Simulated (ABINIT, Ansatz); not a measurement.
# ZrSe3 (P2_1/m): bands and cutoff in G0W0 with ABINIT

Wanted: a converged G0W0 gap of ZrSe3 (P2_1/m), or an estimate of the limit.

Method: PBEsol and many-body steps on it, plane waves, in ABINIT 10.8.3.

### 1. Starting point

The structure is monoclinic, space group P2_1/m (No. 11). The conventional cell has a = 5.411 Å, b = 3.749 Å, c = 9.444 Å, α = 90.00°, β = 97.48°, γ = 90.00°. Zr has 8 Se at 2.72 to 2.87 Å nearest. Nearest to Se lie 4 Zr at 2.72 to 2.87 Å. Nearest to Se lie 1 Se at 2.34 Å and 2 Zr at 2.73 Å. Nearest to Se lie 1 Se at 2.34 Å and 2 Zr at 2.74 Å. Farther neighbours and most contacts between anions are not listed.

The cell and positions come from the Crystallography Open Database and are kept as given unless a step says otherwise.

### 2. Empty states on the mesh, 2×4×1 mesh, 336 bands

This step: ABINIT 10.8.3; DFT, PBEsol, plane waves, norm-conserving pseudopotentials.

The sums over transitions need many empty states on a uniform mesh; this step solves for them.

run.abi reads:

```
acell 3*1.0 Angstrom
rprim 
  5.410900000000 -0.000000000000 -0.000000000000
  -0.000000000000 3.748800000000 0.000000000000
  -1.229420909100 0.000000000000 9.363634990100
ntypat 2
znucl 40 34
natom 8
typat 1 1 2 2 2 2 2 2
xred 
  0.285000000000 0.250000000000 0.656000000000
  0.715000000000 0.750000000000 0.344000000000
  0.762000000000 0.250000000000 0.554000000000
  0.238000000000 0.750000000000 0.446000000000
  0.456000000000 0.250000000000 0.174000000000
  0.544000000000 0.750000000000 0.826000000000
  0.888000000000 0.250000000000 0.169000000000
  0.112000000000 0.750000000000 0.831000000000
pp_dirpath "pseudos"
pseudos "Zr.upf, Se.upf"
ecut 48
ngkpt 2 4 1
nshiftk 1
shiftk 0 0 0
kptopt 1
chksymbreak 0
iscf -2
irdden 1
istwfk *1
nband 336
nbdbuf 30
tolwfr 1e-09
nstep 60
prtvol 0
indata_prefix "in"
outdata_prefix "out"
tmpdata_prefix "tmp"
```

Started as:

```console
> OMP_NUM_THREADS=1 mpirun -n 4 abinit run.abi > log
```

Numbers of over 12 decimals in the logs are rounded to 6 here.

The log of the run:

```text
.Version 10.8.3 of ABINIT. v10.8.2 released Aug 2026.

 Symmetries : space group P2_1/m (# 11); Bravais mP (primitive monocl.)
[... echo of the input left out ...]
== DATASET  1 ==================================================================
-   mpi_nproc: 4, omp_nthreads: 1 (-1 if OMP is not activated)

--- !DatasetInfo
iteration_state: {dtset: 1, }
dimensions: {natom: 8, nkpt: 6, mband: 336, nsppol: 1, nspinor: 1, nspden: 1, mpw: 20400, }
cutoff_energies: {ecut:  48.0, pawecutdg:  -1.0, }
[...]
2.36335    2.36590    2.37432    2.38219    2.38411    2.39153    2.39483    2.41334
   2.42953    2.43613    2.43761    2.44521    2.44819    2.46247    2.47284    2.48925
 prteigrs : prtvol=0 or 1, do not print more k-points.

== END DATASET(S) ==============================================================
================================================================================

 -outvars: echo values of variables after computation  --------
            nband         336
             nkpt           6
          spgroup          11
 [... the other variables as echoed above ...]

 Calculation completed.
```

Run time: 16 min. Hardware: 4 MPI ranks of Arm Neoverse V1, shared host; peak memory 1.2 GiB; 63 min of CPU time.

Numbers from this step:

```
gap                                                           : 0.3157 eV
k of the valence top                                          : 0, 0, 0
k of the conduction bottom                                    : 0.5, 0, 0
least direct gap                                              : 0.6242 eV
k points computed                                             : 6
lowest point of the top converged band, above the valence top : 55.2013 eV
```

On this mesh the gap is 0.316 eV.

The density comes from a self-consistent run that is not shown.

### 3. Screening, 2×4×1 mesh, 111 bands, screening to 51.7 eV

The RPA dielectric matrix is built and inverted for each q.

This step: RPA screening on PBEsol, plane waves, norm-conserving pseudopotentials.

run.abi, as its differences from that of step 2:

```diff
@@ -26,10 +26,11 @@
 chksymbreak 0
-iscf -2
-irdden 1
 istwfk *1
-nband 336
-nbdbuf 30
-tolwfr 1e-09
-nstep 60
-prtvol 0
+occopt 1
+irdwfk 1
+optdriver 3
+nband 111
+ecuteps 1.9
+inclvkb 2
+awtr 1
+symchi 1
 indata_prefix "in"
```

The log of the run:

```text
.Version 10.8.3 of ABINIT. v10.8.2 released Aug 2026.

 Symmetries : space group P2_1/m (# 11); Bravais mP (primitive monocl.)
[... echo of the input left out ...]
== DATASET  1 ==================================================================
-   mpi_nproc: 4, omp_nthreads: 1 (-1 if OMP is not activated)

--- !DatasetInfo
iteration_state: {dtset: 1, }
dimensions: {natom: 8, nkpt: 6, mband: 111, nsppol: 1, nspinor: 1, nspden: 1, mpw: 20400, }
cutoff_energies: {ecut:  48.0, pawecutdg:  -1.0, }
electrons: {nelect:   1.68000000E+02, charge:   0.00000000E+00, occopt:   1.00000000E+00, tsmear:   1.00000000E-02, }

 SCREENING: Calculation of the susceptibility and dielectric matrices

 Based on a program developped by R.W. Godby, V. Olevano, G. Onida, and L. Reining.
 Incorporated in ABINIT by V. Olevano, G.-M. Rignanese, and M. Torrent.
.Using double precision arithmetic ; gwpc =  8

[... cell and pseudopotentials left out ...]
--------------------------------------------------------------------------------

 ==== K-mesh for the wavefunctions ====
 Number of points in the irreducible wedge :     6
[... list of points left out ...]
 Together with  4 symmetry operations and time-reversal symmetry
 yields     8 points in the full Brillouin Zone.

 ==== Q-mesh for the screening function ====
 Number of points in the irreducible wedge :     6
[... list of points left out ...]
 Together with  4 symmetry operations and time-reversal symmetry
 yields     8 points in the full Brillouin Zone.

 setmesh: FFT mesh size selected  =    40x   30x   72
          total number of points  =        86400

 vcoul_init : cutoff-mode = AUXILIARY_FUNCTION
 q-points for optical limit:   1
     1)      0.000010    0.000020    0.000030

- screening: taking advantage of time-reversal symmetry
- Maximum band index for partially occupied states nbvw = 84
- Remaining bands to be divided among processors   nbcw = 27
- Number of bands treated by each node ~6

 Number of electrons calculated from density =  168.0000; Expected =  168.0000
 average of density, n =  0.131071
 r_s =    1.2212
 omega_plasma =   34.9228 [eV]

 calculating chi0 at frequencies [eV] :
  1    0.000000E+00    0.000000E+00
  2    0.000000E+00    3.492278E+01

--------------------------------------------------------------------------------
  q-point number  1        q = ( 0.000000, 0.000000, 0.000000) [r.l.u.]
--------------------------------------------------------------------------------
[... chi0 elements left out ...]
 For q-point:  0.000010 0.000020 0.000030
  dielectric constant =  16.4183
  dielectric constant without local fields =  18.7867

  Average fulfillment of the sum rule on Im[epsilon] for q-point    1 :     15.34  [%]
[... wings left out ...]
  q-point number  2        q = ( 0.500000, 0.000000, 0.000000) [r.l.u.]
--------------------------------------------------------------------------------
[... chi0 elements left out ...]
  Average fulfillment of the sum rule on Im[epsilon] for q-point    2 :     18.41  [%]

 [... 4 further q-points ...]
```

Wall time 1.9 min (4 MPI ranks); peak memory 4.5 GiB; 7.7 min of CPU time.

This step gave:

```yaml
eps_infinity_with_local_fields_on_this_mesh_along_the_program_s_q_direction: 16.42
the_same_without_local_fields: 18.79
plasma_frequency: 34.92 eV
plane_waves_in_the_screening_matrix: 155
```

Local fields lower ε∞ by 13 %. On a Γ-centred mesh this coarse the value itself is usually too large, while a short band sum pulls it down.

### 4. 111 bands, 51.7 eV

The self-energy is evaluated for the states that the input lists, and the levels follow from it, in one-shot runs by the linearised quasiparticle equation.

This step: G0W0 on PBEsol, plane waves, norm-conserving pseudopotentials.

run.abi, as its differences from that of step 3:

```diff
@@ -29,8 +29,17 @@
 irdwfk 1
-optdriver 3
+optdriver 4
 nband 111
+gwcalctyp 0
+ecutsigx 48
+symsigma 1
+nkptgw 2
+kptgw 
+  0.0000000000 0.0000000000 0.0000000000
+  0.5000000000 0.0000000000 0.0000000000
+bdgw 
+  83 86
+  83 86
 ecuteps 1.9
-inclvkb 2
-awtr 1
-symchi 1
+irdscr 1
+ppmodel 1
 indata_prefix "in"
```

The log of the run:

```text
.Version 10.8.3 of ABINIT. v10.8.2 released Aug 2026.

 Symmetries : space group P2_1/m (# 11); Bravais mP (primitive monocl.)
[... echo of the input left out ...]
== DATASET  1 ==================================================================
-   mpi_nproc: 4, omp_nthreads: 1 (-1 if OMP is not activated)

--- !DatasetInfo
iteration_state: {dtset: 1, }
dimensions: {natom: 8, nkpt: 6, mband: 111, nsppol: 1, nspinor: 1, nspden: 1, mpw: 20400, }
cutoff_energies: {ecut:  48.0, pawecutdg:  -1.0, }
electrons: {nelect:   1.68000000E+02, charge:   0.00000000E+00, occopt:   1.00000000E+00, tsmear:   1.00000000E-02, }

 SIGMA: Calculation of the GW corrections

 Based on a program developped by R.W. Godby, V. Olevano, G. Onida, and L. Reining.
 Incorporated in ABINIT by V. Olevano, G.-M. Rignanese, and M. Torrent.
.Using double precision arithmetic ; gwpc =  8

[... cell and pseudopotentials left out ...]
--------------------------------------------------------------------------------

 ==== K-mesh for the wavefunctions ====
 Number of points in the irreducible wedge :     6
[... list of points left out ...]
 Together with  4 symmetry operations and time-reversal symmetry
 yields     8 points in the full Brillouin Zone.

 ==== Q-mesh for screening function ====
 Number of points in the irreducible wedge :     6
[... list of points left out ...]
 Together with  4 symmetry operations and time-reversal symmetry
 yields     8 points in the full Brillouin Zone.

 vcoul_init : cutoff-mode = AUXILIARY_FUNCTION
 q-points for optical limit:   1
     1)      0.000010    0.000020    0.000030
 setmesh: FFT mesh size selected  =    72x   48x  120
          total number of points  =       414720

 Number of electrons calculated from density =  168.0000; Expected =  168.0000
 average of density, n =  0.131071
 r_s =    1.2212
 omega_plasma =   34.9228 [eV]

 === KS Band Gaps ===
  >>>> For spin  1
   Minimum direct gap =   0.6243 [eV], located at k-point      :   0.5000  0.0000  0.0000
   Fundamental gap    =   0.3158 [eV], Top of valence bands at :   0.0000  0.0000  0.0000
                                       Bottom of conduction at :   0.5000  0.0000  0.0000
 SIGMA fundamental parameters:
 PLASMON POLE MODEL  1
 number of plane-waves for SigmaX                20343
 number of plane-waves for SigmaC and W            155
 number of plane-waves for wavefunctions         20343
 number of bands                                   111
 number of independent spin polarizations            1
 number of spinorial components                      1
 number of k-points in IBZ                           6
 number of q-points in IBZ                           6
 number of symmetry operations                       4
 number of k-points in BZ                            8
 number of q-points in BZ                            8
 number of frequencies for dSigma/dE                 9
 frequency step for dSigma/dE [eV]                0.25
 number of omega for Sigma on real axis              0
 max omega for Sigma on real axis  [eV]           0.00
 zcut for avoiding poles [eV]                     0.10

 EPSILON^-1 parameters (SCR file):
 dimension of the eps^-1 matrix on file            155
 dimension of the eps^-1 matrix used               155
 number of plane-waves for wavefunctions         20343
 number of bands                                   111
 number of q-points in IBZ                           6
 number of frequencies                               2
 number of real frequencies                          1
 number of imag frequencies                          1

 matrix elements of self-energy operator (all in [eV])

 Perturbative Calculation

--- !SelfEnergy_ee
iteration_state: {dtset: 1, }
kpoint     : [   0.000,    0.000,    0.000, ]
spin       : 1
KS_gap     :    0.645
QP_gap     :    1.169
Delta_QP_KS:    0.524
data: !SigmaeeData |
     Band     E0 <VxcDFT>   SigX SigC(E0)      Z dSigC/dE  Sig(E)    E-E0       E
       83   6.381 -14.785 -16.238   2.728   0.802  -0.247 -13.762   1.022   7.404
       84   6.498 -15.013 -16.873   3.132   0.804  -0.244 -13.991   1.022   7.520
       85   7.143 -13.066  -8.340  -2.794   0.801  -0.249 -11.519   1.546   8.689
       86   7.524 -13.526  -8.092  -3.341   0.793  -0.261 -11.866   1.660   9.184

--- !SelfEnergy_ee
iteration_state: {dtset: 1, }
kpoint     : [   0.500,    0.000,    0.000, ]
spin       : 1
KS_gap     :    0.624
QP_gap     :    1.228
Delta_QP_KS:    0.604
data: !SigmaeeData |
     Band     E0 <VxcDFT>   SigX SigC(E0)      Z dSigC/dE  Sig(E)    E-E0       E
       83   6.118 -14.716 -16.651   3.086   0.802  -0.247 -13.794   0.923   7.041
       84   6.190 -14.775 -16.627   3.024   0.802  -0.248 -13.835   0.939   7.129
       85   6.814 -13.770  -9.977  -1.865   0.800  -0.249 -12.227   1.543   8.357
       86   7.154 -14.048 -10.040  -1.945   0.800  -0.250 -12.397   1.651   8.806

== END DATASET(S) ==============================================================
================================================================================

 -outvars: echo values of variables after computation  --------
           etotal      0.0000000000E+00
            nband         111
             nkpt           6
          spgroup          11
 [... the other variables as echoed above ...]

 Calculation completed.
```

The job ended after 16 s (4 MPI ranks; peak memory 4.2 GiB).

This step gave:

```yaml
g0w0_gap_on_the_points_computed: 0.8370 eV
starting_gap_on_the_mesh: 0.3157 eV
k_of_the_valence_top: 0, 0, 0
k_of_the_conduction_bottom: 0.5, 0, 0
z_at_the_valence_top: 0.804
z_at_the_conduction_bottom: 0.8
least_direct_g0w0_gap_on_the_computed_points: 1.169 eV
```

The gap on the mesh goes from 0.32 eV to 0.84 eV, a correction of +0.52 eV.

### 5. Screening, 2×4×1 mesh, 174 bands, screening to 98 eV

This step: RPA screening on PBEsol, plane waves, norm-conserving pseudopotentials.

run.abi, as its differences from that of step 4:

```diff
@@ -29,17 +29,8 @@
 irdwfk 1
-optdriver 4
-nband 111
-gwcalctyp 0
-ecutsigx 48
-symsigma 1
-nkptgw 2
-kptgw 
-  0.0000000000 0.0000000000 0.0000000000
-  0.5000000000 0.0000000000 0.0000000000
-bdgw 
-  83 86
-  83 86
-ecuteps 1.9
-irdscr 1
-ppmodel 1
+optdriver 3
+nband 174
+ecuteps 3.6
+inclvkb 2
+awtr 1
+symchi 1
 indata_prefix "in"
```

The log of the run:

```text
.Version 10.8.3 of ABINIT. v10.8.2 released Aug 2026.

 Symmetries : space group P2_1/m (# 11); Bravais mP (primitive monocl.)
[... echo of the input left out ...]
== DATASET  1 ==================================================================
-   mpi_nproc: 4, omp_nthreads: 1 (-1 if OMP is not activated)

--- !DatasetInfo
iteration_state: {dtset: 1, }
dimensions: {natom: 8, nkpt: 6, mband: 174, nsppol: 1, nspinor: 1, nspden: 1, mpw: 20400, }
cutoff_energies: {ecut:  48.0, pawecutdg:  -1.0, }
electrons: {nelect:   1.68000000E+02, charge:   0.00000000E+00, occopt:   1.00000000E+00, tsmear:   1.00000000E-02, }

 SCREENING: Calculation of the susceptibility and dielectric matrices

 Based on a program developped by R.W. Godby, V. Olevano, G. Onida, and L. Reining.
 Incorporated in ABINIT by V. Olevano, G.-M. Rignanese, and M. Torrent.
.Using double precision arithmetic ; gwpc =  8

[... cell and pseudopotentials left out ...]
--------------------------------------------------------------------------------

 ==== K-mesh for the wavefunctions ====
 Number of points in the irreducible wedge :     6
[... list of points left out ...]
 Together with  4 symmetry operations and time-reversal symmetry
 yields     8 points in the full Brillouin Zone.

 ==== Q-mesh for the screening function ====
 Number of points in the irreducible wedge :     6
[... list of points left out ...]
 Together with  4 symmetry operations and time-reversal symmetry
 yields     8 points in the full Brillouin Zone.

 setmesh: FFT mesh size selected  =    45x   30x   72
          total number of points  =        97200

 vcoul_init : cutoff-mode = AUXILIARY_FUNCTION
 q-points for optical limit:   1
     1)      0.000010    0.000020    0.000030

- screening: taking advantage of time-reversal symmetry
- Maximum band index for partially occupied states nbvw = 84
- Remaining bands to be divided among processors   nbcw = 90
- Number of bands treated by each node ~22

 Number of electrons calculated from density =  168.0000; Expected =  168.0000
 average of density, n =  0.131071
 r_s =    1.2212
 omega_plasma =   34.9228 [eV]

 calculating chi0 at frequencies [eV] :
  1    0.000000E+00    0.000000E+00
  2    0.000000E+00    3.492278E+01

--------------------------------------------------------------------------------
  q-point number  1        q = ( 0.000000, 0.000000, 0.000000) [r.l.u.]
--------------------------------------------------------------------------------
[... chi0 elements left out ...]
 For q-point:  0.000010 0.000020 0.000030
  dielectric constant =  16.3766
  dielectric constant without local fields =  19.0141

  Average fulfillment of the sum rule on Im[epsilon] for q-point    1 :     26.82  [%]
[... wings left out ...]
  q-point number  2        q = ( 0.500000, 0.000000, 0.000000) [r.l.u.]
--------------------------------------------------------------------------------
[... chi0 elements left out ...]
  Average fulfillment of the sum rule on Im[epsilon] for q-point    2 :     28.78  [%]

 [... 4 further q-points ...]
```

It took 6.7 min on 4 MPI ranks; peak memory 5.5 GiB.

Numbers from this step:

- ε∞ with local fields, on this mesh, along the program's q direction: 16.38
- the same without local fields: 19.01
- plasma frequency: 34.92 eV
- plane waves in the screening matrix: 413

[end of part 1 of 2]

[Paths, hosts, dates, memory and timing lines, banners, echoed tables and standing remarks are left out of the program output.]

[Logs are printed without paths, hosts, clocks, repeated set-up lines and the standing remarks that a program may print on its own settings, such as how far it seeks lower states.]

[Runs of the session that timed out or met a known fault of the program may be left out.]

[Hosts, paths, dates, database ids (printed as entryN), source tags and the programs' standing remarks are cut or masked in the printed files.]

[G0W0 gaps are taken among the corrected bands and points alone; a level outside them can change the order at an edge.]

[Where Ansatz stands beside ABINIT at settings called matched, ABINIT's density can come from a denser mesh and the files from another edition; pairs whose starting gaps differed by over 0.03 eV were left out, so agreement reads better than it is.]
